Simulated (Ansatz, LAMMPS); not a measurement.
# Amorphous 32Ga2O3-68GeO2 (mol %) (69 atoms): where an added charge goes: runs compared

Does an extra electron or hole in amorphous 32Ga2O3-68GeO2 (mol %) (69 atoms) stay spread out, or do the atoms trap it?

Computed with Ansatz 0.2.0: Kohn-Sham DFT, PBE, PAW (set soft_1), plane waves.

## (1) The cell as built

The cell holds 69 atoms: 12 Ga, 13 Ge and 44 O. Its edges and angles: a = 10.328 Å, b = 10.328 Å, c = 10.328 Å, α = 90.0°, β = 90.0°, γ = 90.0°. 69 atoms (12 Fe, 13 Ge, 44 O) placed at random at 3.56 g/cm³, melted at 5000 K for 10 ps at fixed volume with the Morse and Coulomb pair potential with partial charges (Pedone, Malavasi, Menziani, Cormack and Segre, J. Phys. Chem. B 110, 11780 (2006)). Quenched from 5000 K to 300 K at 20 K/ps and fixed volume, held 5 ps, then minimised at fixed cell. Then Fe was replaced by Ga and the cell scaled by 1.006 (the potential has no terms for the new elements, so the cell is a start for a DFT relaxation).

Limits known from the start: The quench rate of 20 K/ps is orders of magnitude faster than experiment, which tends to freeze in extra defects. The network of bonds at the start is that of the classical potential that made the cell, and needn't be the one that DFT or experiment would give. Only the Γ point is sampled, in a cell whose shortest periodic width is 10 Å.

## (2) The reference run

The reference is a single point at the end of the relaxation.

The charged cells start from the geometry of this run, on a uniform background, with spin and a narrow Fermi–Dirac smearing.

Its input, with most atom lines left out:

```yaml
crystal:
  lattice:
    - [10.3277, 0.0, 0.0]
    - [0.0, 10.3277, 0.0]
    - [0.0, 0.0, 10.3277]
  atoms:
    - { symbol: Ga, position: [0.31675, 0.82156, 0.88505] }
    - { symbol: Ga, position: [0.31051, 0.69947, 0.15666] }
    - { symbol: Ga, position: [0.3049, 0.09834, 0.09262] }
    - { symbol: Ga, position: [0.10296, 0.6315, 0.89347] }
    - { symbol: Ga, position: [0.33819, 0.90504, 0.63885] }
    - { symbol: Ga, position: [0.56302, 0.94093, 0.08136] }
    - { symbol: Ga, position: [0.24725, 0.95502, 0.38097] }
    [... atom lines 8 to 69 left out ...]
kpoints:
  mp_grid: { grid: [1, 1, 1] }
hamiltonian:
  xc: pbe
  pseudopotentials: { kind: paw, azcp: { folder: soft_1 } }
scf:
  occupations: { method: fermi_dirac, width: 0.05 }
output:
  forces: true
  stress: true
  populations: true
  dos:
    method: { smearing: { sigma: 0.15 } }
    de: 0.1
    projected: { site_lists: { Ga: [Ga], Ge: [Ge], O: [O] } }
  eigenvalues: true
  write_density: true
  write_potential: true
  volumetric_format: npy
```

| Item | Value |
| --- | --- |
| free energy per atom | -1828.9371 eV/atom |
| r.m.s. force component | 0.00881 eV/Å |
| pressure | -2.968 GPa |

Filled and empty levels are parted by 0.896 eV (at Γ alone); a semilocal functional tends to put such gaps too low. In a disordered cell it changes from sample to sample, and tail or defect levels can set it.

## (3) The runs

Each row is one run, on 4 threads of Arm Neoverse V2, shared host. The free energy is the program's total, comparable only between runs with the same functional, potentials and atoms; between charge states it hangs on the program's zero of potential.

| run | atoms | outcome | ionic steps, all passes | free energy (eV) | time | host memory (GiB) |
| --- | --- | --- | --- | --- | --- | --- |
| Single point at the start | 69 | converged | - | -126190.864 | 13 s | 1.4 |
| Relaxation | 69 | converged | 14 | -126196.662 | 1.8 min | 1.4 |
| Single point at the relaxed geometry | 69 | converged | - | -126196.662 | 19 s | 1.5 |
| An extra electron, atoms held | 69 | converged | - | -126191.959 | 50 s | 2.4 |
| An extra electron, atoms relaxed | 69 | converged | 3 | -126191.982 | 70 s | 2.3 |
| An extra electron, levels at the relaxed geometry | 69 | converged | - | -126191.982 | 50 s | 2.4 |
| Neutral at the geometry of the electron | 69 | converged | - | -126196.639 | 18 s | 1.4 |
| An extra hole, atoms held | 69 | converged | - | -126199.806 | 63 s | 2.4 |
| An extra hole, atoms relaxed | 69 | converged | 10 | -126200.485 | 3.2 min | 2.3 |
| An extra hole, levels at the relaxed geometry | 69 | converged | - | -126200.485 | 40 s | 2.4 |
| Neutral at the geometry of the hole | 69 | converged | - | -126195.903 | 18 s | 1.4 |

In some runs the program notes that the exchange-correlation potential is rough where the density is thin.

A closer look about O29, which holds the most spin of the extra hole after relaxation: 13 atoms, nearest first, numbered in the order of the input, with positions taken from that point.

| atom | x | y | z | distance (Å) | Löwdin charge (e) | moment (μB) |
| --- | --- | --- | --- | --- | --- | --- |
| O29 | 0.00 | 0.00 | 0.00 | 0.00 | -0.54 | 0.43 |
| Ga4 | -1.53 | -0.43 | 1.02 | 1.89 | 1.08 | 0.00 |
| Ga1 | 0.92 | 1.46 | 1.08 | 2.04 | 1.07 | 0.00 |
| O64 | -0.14 | 2.33 | -0.23 | 2.35 | -0.53 | 0.43 |
| O34 | -0.71 | 0.74 | 2.38 | 2.59 | -0.67 | 0.00 |
| Ga5 | 0.95 | 1.93 | -1.71 | 2.75 | 1.13 | 0.00 |
| O41 | -2.50 | 0.43 | -1.13 | 2.78 | -0.66 | 0.00 |
| O39 | -0.67 | -2.08 | 1.83 | 2.85 | -0.67 | 0.01 |
| O52 | 2.36 | 1.69 | -0.48 | 2.94 | -0.66 | 0.00 |
| Ge18 | -1.51 | -0.07 | -2.53 | 2.95 | 1.52 | 0.00 |
| O57 | -0.06 | 0.85 | -2.88 | 3.00 | -0.68 | 0.00 |
| O35 | 1.93 | 0.23 | 2.31 | 3.03 | -0.66 | 0.00 |
| O38 | 0.72 | -2.95 | -0.61 | 3.09 | -0.66 | 0.01 |

## (4) Energies and spread of the extra charge

Energies are differences within one cell and functional; the shift is the gain plus the neutral cell's energy at the new geometry, that is how much cheaper the vertical process becomes there. The spread is the participation number of the site moments (1/Σw², over the spin inside atomic spheres), with the atom that holds the largest share and the spin that the spheres hold in all.

| carrier | charged less neutral, atoms held (eV) | gain on relaxing (eV) | neutral cell at that geometry, less the reference (eV) | shift of the vertical energy (eV) | spread, atoms held | spread, relaxed |
| --- | --- | --- | --- | --- | --- | --- |
| electron | 4.702 | 0.023 | 0.022 | 0.045 | 60; O58 3 % of 0.30 μB | 58; O58 3 % of 0.32 μB |
| hole | -3.144 | 0.679 | 0.759 † | 1.438 † | 5; O64 33 % of 0.85 μB | 2; O29 48 % of 0.90 μB |

† At this geometry the neutral cell has partly filled levels and no spin, so this energy is doubtful.

## (5) What came out

The extra electron gains 0.023 eV as the atoms relax, and its spin stays on about 58 atoms: it stays spread out at this level. The cell with the electron ends on a moment of 0.75 μB, short of the 1 μB of one unpaired electron, so the spin density holds only part of the carrier. With the atoms held, the spheres hold only 0.30 of the 0.71 μB, so the spread is read from a small part of the spin. The extra hole gains 0.68 eV as the atoms relax, and its spin goes from about 5 to 2 atoms: the atoms trap it, with the largest share on O29. The O29–O64 distance goes from 2.86 to 2.35 Å. Adding the two vertical energies gives 1.56 eV, against a gap of 0.896 eV in the neutral cell. The zero of the potential cancels in this sum; the excess isn't taken apart here: charging of a small cell, filling of bands on a coarse mesh and the attraction to the background can all enter.

**Limits.** Single energies of charged cells hang on the program's zero of potential. In the spin-polarised runs the search for a state of lower energy was switched off. No distortion was seeded, so a trapped state behind a barrier can't be found. Local and semilocal functionals favour spread-out charges, so trapping can be missed. The pressure of -3.0 GPa means that a free cell would contract at this level. Charged cells carry a uniform background, with no correction for images.

The DFT runs together took 11 min of wall time.

[Logs are printed without paths, hosts, clocks, repeated set-up lines and the standing remarks that a program may print on its own settings, such as how far it seeks lower states.]

[Hosts, paths, dates, database ids (printed as entryN), source tags and the programs' standing remarks are cut or masked in the printed files.]
